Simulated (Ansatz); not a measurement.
An input for Ansatz 0.2.0 (ZnS2 (Pa-3)):

```yaml
crystal:
  lattice:
    - [5.8274395148, 0.0, 0.0]
    - [0.0, 5.8274395148, 0.0]
    - [0.0, 0.0, 5.8274395148]
  atoms:
    - { symbol: Zn, position: [0.5, 0.5, 0.0] }
    - { symbol: Zn, position: [0.5, 0.0, 0.5] }
    - { symbol: Zn, position: [0.0, 0.5, 0.5] }
    - { symbol: Zn, position: [0.0, 0.0, 0.0] }
    - { symbol: S, position: [0.10240924, 0.89759076, 0.39759076] }
    - { symbol: S, position: [0.89759076, 0.39759076, 0.10240924] }
    - { symbol: S, position: [0.39759076, 0.10240924, 0.89759076] }
    - { symbol: S, position: [0.60240924, 0.60240924, 0.60240924] }
    - { symbol: S, position: [0.89759076, 0.10240924, 0.60240924] }
    - { symbol: S, position: [0.10240924, 0.60240924, 0.89759076] }
    - { symbol: S, position: [0.60240924, 0.89759076, 0.10240924] }
    - { symbol: S, position: [0.39759076, 0.39759076, 0.39759076] }
kpoints:
  mp_grid: { grid: [2, 2, 2] }
hamiltonian:
  xc: lda
scf:
  occupations: { method: fixed }
gw:
  n_empty_bands: 422
  ecut_chi: 96
  qp_bands: [v4, c4]
  qp_kpoints: band_edges
  screening: { model: contour_deformation }
```

```sh
ansatz run input.yaml --threads 4 --pin off --max-ram 18432MiB --backend cpu --events-out ev --progress --plain --runs-dir out
```

Q: Estimate wall time and host memory on 4 threads of Arm Neoverse V1, shared host.

It took 50 s; on shared hardware allow 25 s to 100 s. Peak host memory was 2.1 GiB. The sizes that set the cost: 3887 plane waves a state, 4 irreducible k points, 470 bands summed, 437 plane waves in the screening and 7 SCF cycles.

The screening grows as filled bands × empty bands × pairs of k points, times the square of the screening basis for the matrix.

[Paths, hosts, dates, memory and timing lines, banners, echoed tables and standing remarks are left out of the program output.]

[Logs are printed without paths, hosts, clocks, repeated set-up lines and the standing remarks that a program may print on its own settings, such as how far it seeks lower states.]

[Runs of the session that timed out or met a known fault of the program may be left out.]

[Cells called generated may have been cut or substituted from an entry of the Crystallography Open Database or the Materials Project.]

[Hosts, paths, dates, database ids (printed as entryN), source tags and the programs' standing remarks are cut or masked in the printed files.]
